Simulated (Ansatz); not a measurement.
# Decaying states in the gap of LiCaCl3, part 2 of 2

A new crystal, LiCaCl3: structure, gap and complex bands. It is built by putting Cl for F, Li for K in the KCaF3 structure of space group Pm-3m, with the volume rescaled by atomic radii. The parent structure comes from the Materials Project.

Ansatz 0.2.0; PBE DFT, plane waves, PAW files (the session's first sound run).

So far, gap on the k-mesh (eV): step 3 (band edges) 3.76.

The structure was built from a prototype and need not be the compound's stable phase.

### 4. Decaying states in the gap, plane (110), k-mesh 6×6×6

This step: PBE DFT, plane waves, PAW files; complex bands by layer matching along the plane's normal (Ansatz 0.2.0).

The same crystal is laid in a cell whose first two vectors span the (110) plane (indices of the standard conventional cell, whose axes can be ordered otherwise than in the bulk input). At fixed energy and wavevector in the plane the solver finds all kz, real and complex. A few wavevectors are listed, (0, 0) and (-0.5, 0) in units of the plane's reciprocal vectors; the slowest state needn't be among them.

The input, input.yaml:

```yaml
crystal:
  lattice:
    - [5.350341832, 0.0, 0.0]
    - [0.0, 7.566525982, 0.0]
    - [0.0, 3.783262991, 3.783262991]
  atoms:
    - { symbol: Li, position: [0.5, 0.5, 0.0] }
    - { symbol: Ca, position: [0.0, 0.0, 0.0] }
    - { symbol: Cl, position: [0.0, 0.5, 0.5] }
    - { symbol: Cl, position: [0.5, 0.0, 0.0] }
    - { symbol: Cl, position: [0.0, 0.0, 0.5] }
kpoints:
  mp_grid: { grid: [6, 6, 6] }
scf:
  occupations: { method: fixed }
hamiltonian:
  xc: pbe
output:
  eigenvalues: true
  transmission:
    leads: [[0, 0]]
    kpoints: [[0.0, 0.0], [-0.5, 0.0]]
    e_range: [-1.0, 4.76]
    de: 0.14
```

Command:

```
$ ansatz run input.yaml --threads 2 --pin off --max-ram 4096MiB --backend cpu --events-out ev --progress --plain --runs-dir out
```

Numbers of over 12 decimals in the logs are rounded to 6 here.

The program printed:

```text
[...]
Crystal: 5 atoms, lattice volume = 153.160 Å³
Basis set: ecut = 420 eV, 2945 PW (Γ)
Bands: 22, of which v1, the nominal top of the filled ones, is band 17 counted from 1 (16 counted from 0)
Symmetry: 48 space group operations
[...]
k-points: 20 of 216
[...]
SCF iter   1: F=—  HF=-5269.410361 eV  |F-HF|=—  |Δ(HF+E_count)|=         —  Δρ=8.23e-4  dr2=3.33e-3  ethr=1.77e-3  ⟨swp⟩=5.5  Hψ=2181  notcnv=0  defer=42
[...]
SCF iter   6: F=-5269.410419 eV  HF=-5269.410419 eV  |F-HF|=1.97e-8  |Δ(HF+E_count)|=   8.43e-7  Δρ=2.79e-6  dr2=1.69e-8  ethr=2.94e-10  ⟨swp⟩=10.8  Hψ=2239  notcnv=0
SCF 1 converged in 6 iterations: F = -5269.410419 eV  dr2 = 1.69e-8
[...]
transmission: 6 of 12 steps passed
transmission: 12 of 12 steps passed
SCF converged after 6 iterations
Free energy (F): -5269.410419 eV
[...]
Internal energy: -5269.410419 eV  (E = F + TS)
E sigma→0 (E₀):  -5269.410419 eV
Fermi energy:    0.310316 eV
[...]
--- Band table (eV; the first three rows and the last of 20) ---
  k-point 0: bands = [... 13 lower, -0.2150, -0.0033, -0.0033, -0.0033, 4.0730, 6.0587, 6.0587, 6.0587, ... 1 higher]
  k-point 1: bands = [... 13 lower, -0.2729, -0.2097, -0.0964, -0.0838, 4.5313, 6.2576, 6.3260, 6.4371, ... 1 higher]
  k-point 2: bands = [... 13 lower, -0.4708, -0.4545, -0.3319, 0.1293, 5.4610, 6.7012, 6.7397, 6.8806, ... 1 higher]
  k-point 19: bands = [... 13 lower, -1.1089, 0.3103, 0.3103, 0.3103, 5.0203, 7.8601, 7.8601, 7.8601, ... 1 higher]
--- Transmission ---
  basis      : 349 plane waves across, 6 finite elements along
  points     : 2, as listed
  energies   : 42 from -1.000000 to 4.740000 eV about the Fermi level, 0.140000 eV apart; the leads are filled to 1.881334 eV, and channels, transmission and decay are at 1.940000 eV
  crystal 0  : Li1Ca1Cl3, at the sites [0, 0], period 3.7833 Å: whole cells are its period
    offset         : up to 0.0000 Å between an atom of the period and one for which it stands
    channels       : 0.000000e0 a spin
    conductance    : none, the energies end too early or step too widely for 300 K: set another output.transmission.e_range or a lower de, or, where they end at an eighth of basis.ecutwfc, a higher one
    slowest decay  : 0.3542 /Å at (0.0000, 0.0000)
```

The job ended after 63 s (2 threads of Arm Neoverse V2, shared host; peak memory 0.94 GiB; 1.8 min of CPU time).

This step gave:

- free energy: -5269.4104 eV
- gap on the k-mesh: 3.763 eV
- level to which the leads are filled: 1.881 eV from the Fermi level
- decay constant at the filling level, zone centre: 0.3542 Å⁻¹
- decay constant at the filling level, slowest listed point: 0.3542 Å⁻¹

K parallel (0, 0); values up to 1.5 1/Å, a degenerate pair printed once or twice; energies at which all values exceed this have no row. Table of Im kz of the slowest decaying states by energy, zero at the highest filled level on the SCF mesh:

```tsv
energy (eV)	decay 1 (Å⁻¹)	decay 2 (Å⁻¹)	decay 3 (Å⁻¹)	decay 4 (Å⁻¹)
-1.00	0.110	0.236	0.294	0.345
-0.72	0.499	0.622	1.03	1.33
-0.58	0.301	0.572	0.643	1.01
-0.30	0.0450	0.0823	0.103	0.297
-0.02	0.191	0.335	0.415	0.448
0.12	0.202	0.224	0.390	0.451
0.40	0.271	0.329	0.465	0.503
0.54	0.289	0.366	0.492	0.522
0.82	0.316	0.420	0.533	0.552
1.10	0.334	0.458	0.563	0.572
1.24	0.341	0.472	0.575	0.580
1.52	0.350	0.496	0.592	0.593
1.80	0.354	0.514	0.600	0.605
1.94	0.354	0.521	0.602	0.610
2.22	0.349	0.532	0.596	0.608
2.50	0.338	0.540	0.571	0.607
2.64	0.329	0.543	0.558	0.605
2.92	0.303	0.532	0.546	0.602
3.20	0.262	0.506	0.548	0.595
3.34	0.233	0.493	0.547	0.591
3.62	0.142	0.468	0.545	0.582
3.76	0.0196	0.456	0.543	0.576
4.04	0.431	0.538	0.558	0.563
4.32	0.404	0.523	0.530	0.547
4.46	0.389	0.504	0.525	0.539
4.74	0.355	0.458	0.514	0.519
```

K parallel (-0.5, 0); values up to 1.5 1/Å, a degenerate pair printed once or twice; energies at which all values exceed this have no row. The Im kz of the slowest decaying states by energy, zero at the highest filled level on the SCF mesh:

```tsv
energy (eV)	decay 1 (Å⁻¹)	decay 2 (Å⁻¹)	decay 3 (Å⁻¹)	decay 4 (Å⁻¹)
-1.00	0.0820	0.315	0.436	0.869
-0.72	0.0667	0.309	0.493	0.868
-0.44	0.186	0.534	0.862	1.20
-0.16	0.171	0.381	0.563	0.853
-0.02	0.214	0.439	0.575	0.847
0.12	0.190	0.241	0.247	0.343
0.40	0.294	0.316	0.431	0.536
0.68	0.327	0.383	0.553	0.574
0.96	0.351	0.428	0.601	0.624
1.24	0.369	0.460	0.620	0.630
1.52	0.382	0.484	0.633	0.634
1.80	0.391	0.503	0.635	0.642
2.22	0.398	0.522	0.632	0.648
2.50	0.398	0.531	0.628	0.632
2.78	0.396	0.536	0.598	0.623
3.06	0.392	0.540	0.559	0.615
3.34	0.384	0.516	0.541	0.606
3.62	0.373	0.467	0.540	0.595
3.90	0.359	0.409	0.537	0.582
4.18	0.338	0.341	0.533	0.567
4.46	0.238	0.319	0.526	0.550
4.74	0.289	0.454	0.518	0.525
```

At the listed wavevectors the last open channel is at -0.02 eV and the next at +3.90 eV on the grid. At +1.94 eV, the grid energy nearest the filling level (the middle of the gap on the SCF mesh), the slowest state at the listed wavevectors decays with κ = 0.354 Å⁻¹, its amplitude falling by e over 2.8 Å. Through 1 nm of this crystal that state's transmission falls by exp(−2 × 0.354 Å⁻¹ × 10 Å) = 8.4e-4.

### 5. Decay over the two-dimensional zone

The listed points could miss the slowest state, so one energy near mid-gap is solved on a mesh of 10×10.

input.yaml, as its differences from that of step 4:

```diff
@@ -19,6 +19,2 @@
   eigenvalues: true
-  transmission:
-    leads: [[0, 0]]
-    kpoints: [[0.0, 0.0], [-0.5, 0.0]]
-    e_range: [-1.0, 4.76]
-    de: 0.14
+  transmission: { leads: [[0, 0]], kmesh: [10, 10], e_range: [1.88, 1.89], de: 0.05 }
```

The program printed:

```text
[...]
Crystal: 5 atoms, lattice volume = 153.160 Å³
Basis set: ecut = 420 eV, 2945 PW (Γ)
Bands: 22, of which v1, the nominal top of the filled ones, is band 17 counted from 1 (16 counted from 0)
Symmetry: 48 space group operations
[...]
k-points: 20 of 216
[...]
SCF iter   1: F=—  HF=-5269.410361 eV  |F-HF|=—  |Δ(HF+E_count)|=         —  Δρ=8.23e-4  dr2=3.33e-3  ethr=1.77e-3  ⟨swp⟩=5.5  Hψ=2181  notcnv=0  defer=42
[...]
SCF iter   6: F=-5269.410419 eV  HF=-5269.410419 eV  |F-HF|=1.97e-8  |Δ(HF+E_count)|=   8.43e-7  Δρ=2.79e-6  dr2=1.69e-8  ethr=2.94e-10  ⟨swp⟩=10.8  Hψ=2239  notcnv=0
SCF 1 converged in 6 iterations: F = -5269.410419 eV  dr2 = 1.69e-8
[...]
transmission: 20 of 180 steps passed
transmission: 40 of 180 steps passed
[...]
transmission: 180 of 180 steps passed
SCF converged after 6 iterations
Free energy (F): -5269.410419 eV
[...]
Internal energy: -5269.410419 eV  (E = F + TS)
E sigma→0 (E₀):  -5269.410419 eV
Fermi energy:    0.310316 eV
[...]
--- Band table (eV; the first three rows and the last of 20) ---
  k-point 0: bands = [... 13 lower, -0.2150, -0.0033, -0.0033, -0.0033, 4.0730, 6.0587, 6.0587, 6.0587, ... 1 higher]
  k-point 1: bands = [... 13 lower, -0.2729, -0.2097, -0.0964, -0.0838, 4.5313, 6.2576, 6.3260, 6.4371, ... 1 higher]
  k-point 2: bands = [... 13 lower, -0.4708, -0.4545, -0.3319, 0.1293, 5.4610, 6.7012, 6.7397, 6.8806, ... 1 higher]
  k-point 19: bands = [... 13 lower, -1.1089, 0.3103, 0.3103, 0.3103, 5.0203, 7.8601, 7.8601, 7.8601, ... 1 higher]
--- Transmission ---
  basis      : 349 plane waves across, 5 finite elements along
  points     : 36, standing for a mesh of 10 x 10
  energies   : 1 from 1.880000 to 1.880000 eV about the Fermi level; the leads are filled to 1.881334 eV, and channels, transmission and decay are at 1.880000 eV
  crystal 0  : Li1Ca1Cl3, at the sites [0, 0], period 3.7833 Å: whole cells are its period
[...]
channels       : 0.000000e0 a spin
    conductance    : none, crystal 0 has no channel at the energies, or these end too early or step too widely for 300 K: set another output.transmission.e_range or a lower de, or, where they end at an eighth of basis.ecutwfc, a higher one
    slowest decay  : 0.3544 /Å at (0.0000, 0.0000)
```

It took 1.8 min on 2 threads; peak memory 1.1 GiB; 3.6 min of CPU time.

This step gave:

```yaml
least_decay_constant_on_the_mesh: 0.3544 Å⁻¹
```

Slowest decay constant (1/Å; 0 where a channel is open) over k1 and k2. At 1.8800 eV from the Fermi level.

Ten even steps from '0' (0.354) to '9' (0.460):
```
8887888788
6666555666
5544333445
4332101233
3321000123
4332101233
5544333445
6666555666
8887888788
9999999999
```
Columns: k1 (b1) from -0.5 to 0.4; rows upwards: k2 (b2) from -0.5 to 0.4.

The least value on the mesh is 0.354 Å⁻¹ at +1.88 eV. At that energy the listed points give about 0.354 Å⁻¹ by interpolation, so the mesh holds no clearly slower state.

### 6. Decaying states in the gap, plane (001), k-mesh 4×4×4

The same for the (001) plane, at (0, 0), (-0.5, -0.5) and (0.5, 0), to see how the decay depends on direction.

The input, input.yaml:

```yaml
crystal:
  lattice:
    - [5.350341832, 0.0, 0.0]
    - [0.0, 5.350341832, 0.0]
    - [0.0, 0.0, 5.350341832]
  atoms:
    - { symbol: Li, position: [0.5, 0.5, 0.5] }
    - { symbol: Ca, position: [0.0, 0.0, 0.0] }
    - { symbol: Cl, position: [0.0, 0.5, 0.0] }
    - { symbol: Cl, position: [0.0, 0.0, 0.5] }
    - { symbol: Cl, position: [0.5, 0.0, 0.0] }
kpoints:
  mp_grid: { grid: [4, 4, 4] }
scf:
  occupations: { method: fixed }
hamiltonian:
  xc: pbe
output:
  eigenvalues: true
  transmission:
    leads: [[0, 0]]
    kpoints: [[0.0, 0.0], [-0.5, -0.5], [0.5, 0.0]]
    e_range: [-1.0, 4.76]
    de: 0.1
```

The program printed:

```text
[...]
Crystal: 5 atoms, lattice volume = 153.160 Å³
Basis set: ecut = 420 eV, 2945 PW (Γ)
Bands: 22, of which v1, the nominal top of the filled ones, is band 17 counted from 1 (16 counted from 0)
Symmetry: 48 space group operations
[...]
k-points: 10 of 64
[...]
SCF iter   1: F=—  HF=-5269.410503 eV  |F-HF|=—  |Δ(HF+E_count)|=         —  Δρ=8.20e-4  dr2=3.33e-3  ethr=1.77e-3  ⟨swp⟩=5.3  Hψ=1104  notcnv=0  defer=18
[...]
SCF iter   6: F=-5269.410489 eV  HF=-5269.410489 eV  |F-HF|=1.86e-8  |Δ(HF+E_count)|=   8.18e-7  Δρ=2.71e-6  dr2=1.60e-8  ethr=2.94e-10  ⟨swp⟩=10.5  Hψ=1156  notcnv=0
SCF 1 converged in 6 iterations: F = -5269.410489 eV  dr2 = 1.60e-8
[...]
transmission: 8 of 24 steps passed
transmission: 16 of 24 steps passed
transmission: 24 of 24 steps passed
SCF converged after 6 iterations
Free energy (F): -5269.410489 eV
[...]
Internal energy: -5269.410489 eV  (E = F + TS)
E sigma→0 (E₀):  -5269.410489 eV
Fermi energy:    0.310405 eV
[...]
--- Band table (eV; the first three rows and the last of 10) ---
  k-point 0: bands = [... 13 lower, -0.2149, -0.0033, -0.0033, -0.0033, 4.0728, 6.0585, 6.0585, 6.0585, ... 1 higher]
  k-point 1: bands = [... 13 lower, -0.3542, -0.2763, -0.0543, -0.0543, 4.5833, 6.1045, 6.4818, 6.4818, ... 1 higher]
  k-point 2: bands = [... 13 lower, -0.5792, -0.3356, -0.0652, -0.0652, 5.5348, 5.9002, 6.1526, 6.9090, ... 1 higher]
  k-point 9: bands = [... 13 lower, -1.1089, 0.3104, 0.3104, 0.3104, 5.0201, 7.8600, 7.8600, 7.8600, ... 1 higher]
--- Transmission ---
  basis      : 241 plane waves across, 8 finite elements along
  points     : 3, as listed
[...]
crystal 0  : Ca1Cl3Li1, at the sites [0, 0], period 5.3503 Å: whole cells are its period
[...]
channels       : 0.000000e0 a spin
[...]
slowest decay  : 0.3452 /Å at (0.0000, 0.0000)
```

Run time: 60 s. Hardware: 2 threads; peak memory 0.73 GiB.

A gap read on the k-mesh alone can miss the band edges.

Numbers from this step:

```yaml
free_energy: -5269.4105 eV
fermi_energy: 0.3104 eV
gap_on_the_k_mesh: 3.762 eV
decay_constant_at_the_filling_level_zone_centre: 0.3452 Å⁻¹
decay_constant_at_the_filling_level_slowest_listed_point: 0.3452 Å⁻¹
```

K parallel (0, 0); values up to 1.5 1/Å, a degenerate pair printed once or twice; energies at which all values exceed this have no row. Im kz of the slowest decaying states against energy, zero at the highest filled level on the SCF mesh:

```tsv
energy (eV)	decay 1 (Å⁻¹)	decay 2 (Å⁻¹)	decay 3 (Å⁻¹)	decay 4 (Å⁻¹)
-1.000	0.146	0.485	0.51	0.984
-0.500	0.148	0.163	0.547	0.563
0.000	0.191	0.338	0.522	0.573
0.500	0.276	0.452	0.579	0.609
1.000	0.318	0.505	0.572	0.650
1.500	0.339	0.530	0.554	0.670
2.000	0.345	0.526	0.538	0.677
2.500	0.333	0.493	0.533	0.675
3.000	0.292	0.457	0.517	0.666
3.500	0.189	0.427	0.49	0.652
4.000	0.403	0.452	0.632	0.826
4.500	0.379	0.400	0.607	0.781
```

K parallel (-0.5, -0.5); values up to 1.5 1/Å, a degenerate pair printed once or twice; energies at which all values exceed this have no row. Im kz of the slowest decaying states against energy, zero at the highest filled level on the SCF mesh:

```tsv
energy (eV)	decay 1 (Å⁻¹)	decay 2 (Å⁻¹)	decay 3 (Å⁻¹)	decay 4 (Å⁻¹)
-1.00	0.186	0.720	0.911	0.995
-0.70	0.292	0.753	0.952	1.08
-0.40	0.344	0.771	0.976	1.05
-0.10	0.377	0.773	0.777	0.991
0.00	5.5e-4	0.0077	0.386	0.778
0.10	0.181	0.393	0.772	0.778
0.40	0.360	0.412	0.773	0.926
0.70	0.426	0.483	0.764	0.863
1.00	0.437	0.623	0.751	0.756
1.30	0.444	0.698	0.735	0.993
1.60	0.449	0.701	0.714	0.984
1.80	0.451	0.699	0.701	0.978
2.10	0.452	0.673	0.697	0.966
2.40	0.451	0.644	0.690	0.953
2.70	0.449	0.610	0.681	0.938
3.00	0.445	0.572	0.668	0.922
3.30	0.439	0.528	0.653	0.904
3.60	0.432	0.476	0.635	0.884
3.80	0.426	0.437	0.622	0.870
4.10	0.365	0.416	0.599	0.848
4.40	0.266	0.404	0.573	0.824
4.70	0.0481	0.390	0.543	0.799
```

K parallel (0.5, 0); values up to 1.5 1/Å, a degenerate pair printed once or twice; energies at which all values exceed this have no row. The Im kz of the slowest decaying states by energy, zero at the highest filled level on the SCF mesh:

```tsv
energy (eV)	decay 1 (Å⁻¹)	decay 2 (Å⁻¹)	decay 3 (Å⁻¹)	decay 4 (Å⁻¹)
-1.000	0.104	0.120	0.178	0.420
-0.500	0.521	0.693	0.778	1.05
0.000	0.0480	0.249	0.338	0.574
0.500	0.330	0.422	0.456	0.602
1.000	0.371	0.512	0.613	0.692
1.500	0.393	0.539	0.612	0.705
2.000	0.404	0.547	0.603	0.703
2.500	0.407	0.543	0.585	0.691
3.000	0.403	0.527	0.560	0.670
3.500	0.393	0.501	0.527	0.639
4.000	0.374	0.463	0.487	0.597
4.500	0.342	0.412	0.439	0.534
```

At the listed wavevectors the last open channel is at -0.10 eV and the next at +3.80 eV on the grid. At +1.90 eV, the grid energy nearest the filling level (the middle of the gap on the SCF mesh), the slowest state at the listed wavevectors decays with κ = 0.345 Å⁻¹, its amplitude falling by e over 2.9 Å; the first such run, plane (110), gave 0.354 Å⁻¹.

### 7. The same cell, other settings

This step: PBE DFT, plane waves, PAW files; complex bands by layer matching along the plane's normal; changed: basis.ecutwfc = "50 eV", scf.max_iter = 80 (Ansatz 0.2.0).

This run repeats an earlier one, its twin (the complex run, plane (110)), with two settings changed (scf.max_iter, basis.ecutwfc; files written aside). The setting was drawn as a possible misstep, on purpose. Where the input is shown as a difference, that is against the step before, not the twin.

The input, input.yaml:

```yaml
crystal:
  lattice:
    - [5.350341832, 0.0, 0.0]
    - [0.0, 7.566525982, 0.0]
    - [0.0, 3.783262991, 3.783262991]
  atoms:
    - { symbol: Li, position: [0.5, 0.5, 0.0] }
    - { symbol: Ca, position: [0.0, 0.0, 0.0] }
    - { symbol: Cl, position: [0.0, 0.5, 0.5] }
    - { symbol: Cl, position: [0.5, 0.0, 0.0] }
    - { symbol: Cl, position: [0.0, 0.0, 0.5] }
kpoints:
  mp_grid: { grid: [6, 6, 6] }
scf:
  occupations: { method: fixed }
  max_iter: 80
hamiltonian:
  xc: pbe
output:
  eigenvalues: true
  transmission:
    leads: [[0, 0]]
    kpoints: [[0.0, 0.0], [-0.5, 0.0]]
    e_range: [-1.0, 4.76]
    de: 0.14
basis:
  ecutwfc: "50 eV"
```

The program printed:

```text
Warning: basis.ecutwfc = 50 eV is below the records' recommended 420 eV, and the density's cutoff is lower with it unless basis.ecutrho_ratio is high enough to keep the records' density cutoff: compare with a run at a higher cutoff
Warning: basis.ecutrho_ratio 4 (ecutrho = 200 eV, dense FFT grid 15×18×15): the grid does not resolve the core-correction charge of Cl (measure 2.89 e/Å^2.5), Ca (1.40); warned from 0.08. The energy and each atom's force then go with where the atoms sit on the grid: [figures from the program's tests cut] If this deck is also warned that a cutoff or its ratio is below what is recommended, mend that before anything bel [...]
[...]
Crystal: 5 atoms, lattice volume = 153.160 Å³
Basis set: ecut = 50 eV, 123 PW (Γ)
Bands: 22, of which v1, the nominal top of the filled ones, is band 17 counted from 1 (16 counted from 0)
Symmetry: 48 space group operations
[...]
k-points: 20 of 216
[...]
SCF iter   1: F=—  HF=-5042.570036 eV  |F-HF|=—  |Δ(HF+E_count)|=         —  Δρ=3.28e-1  dr2=1.55e2  ethr=1.77e-3  ⟨swp⟩=4.0  Hψ=1780  notcnv=0  defer=41
[...]
SCF iter   8: F=-4941.840880 eV  HF=-4941.840880 eV  |F-HF|=1.41e-9  |Δ(HF+E_count)|=   1.12e-7  Δρ=1.54e-6  dr2=1.16e-8  ethr=2.94e-10  ⟨swp⟩=8.9  Hψ=1944  notcnv=0
SCF 1 converged in 8 iterations: F = -4941.840880 eV  dr2 = 1.16e-8
[...]
transmission: 7 of 14 steps passed
transmission: 14 of 14 steps passed
SCF converged after 8 iterations
Free energy (F): -4941.840880 eV
[...]
Internal energy: -4941.840880 eV  (E = F + TS)
E sigma→0 (E₀):  -4941.840880 eV
Fermi energy:    2.334798 eV
[...]
--- Band table (eV; the first three rows and the last of 20) ---
  k-point 0: bands = [... 13 lower, 1.8163, 1.8398, 1.8398, 1.8398, 4.3607, 7.1082, 8.4094, 8.4094, ... 1 higher]
  k-point 1: bands = [... 13 lower, 1.7053, 1.7692, 1.8681, 1.8835, 5.8955, 7.6829, 8.7024, 8.7885, ... 1 higher]
  k-point 2: bands = [... 13 lower, 1.1329, 1.9152, 2.0720, 2.1268, 8.1263, 8.9884, 9.0996, 9.1221, ... 1 higher]
  k-point 19: bands = [... 13 lower, -0.4274, 1.7042, 1.7042, 1.7042, 7.8321, 9.7048, 9.7048, 9.7048, ... 1 higher]
--- Transmission ---
  basis      : 47 plane waves across, 7 finite elements along
  points     : 2, as listed
[...]
crystal 0  : Li1Ca1Cl3, at the sites [0, 0], period 3.7833 Å: whole cells are its period
[...]
channels       : 1.000000e0 a spin
[...]
```

The job ended after 2.2 s (2 threads; peak memory 0.26 GiB; 2.6 s of CPU time).

Residual by cycle:

cycle, log10 residual and a bar from the least value:
```
        1        2.2 ##############################
        2        1.7 #############################
        3       -0.1 #######################
        4       -1.5 ###################
        5       -3.4 #############
        6       -5.0 #########
        7       -6.4 ####
        8       -7.9
```

The run finished. A setting was moved off its sound value on purpose, so it serves as a test and not as the result.

The fault put into the input: a cutoff far too low (basis.ecutwfc = "50 eV").

Side by side:

```tsv
quantity	this run	sound run	difference
free energy (eV)	-4941.8	-5269.4	328
Fermi energy (eV)	2.3348	0.31032	2.02
gap on the k-mesh (eV)	2.0259	3.7627	-1.74
level to which the leads are filled (eV from the Fermi level)	1.0129	1.8813	-0.868
```

The two runs differ clearly in the gap on the k-mesh: 2.03 eV against 3.76 eV.

### 8. What came out

| Item | Value |
| --- | --- |
| band gap | 3.76 eV |
| least decay constant at mid-gap, normal to (110) | 0.354 Å⁻¹ |
| least decay constant at mid-gap, normal to (001) | 0.345 Å⁻¹ |
| least decay constant on a mesh, normal to (110) | 0.354 Å⁻¹ |

With PBE, the slowest decay at the wavevectors tried is κ = 0.345 Å⁻¹, normal to (001). Through such a film the transmission near mid-gap falls as exp(−2κd), a factor of ten every 3.3 Å. The directions tried decay at nearly the same rate. A free electron under a barrier of half the gap would need a mass of 0.24 mₑ to decay at this rate. The compound is made up by substitution; its stability against other phases and against distortions of the cell's symmetry was not tested. A semilocal functional narrows gaps, so real decay constants are likely larger.

[Logs are printed without paths, hosts, clocks, repeated set-up lines and the standing remarks that a program may print on its own settings, such as how far it seeks lower states.]

[Hosts, paths, dates, database ids (printed as entryN), source tags and the programs' standing remarks are cut or masked in the printed files.]
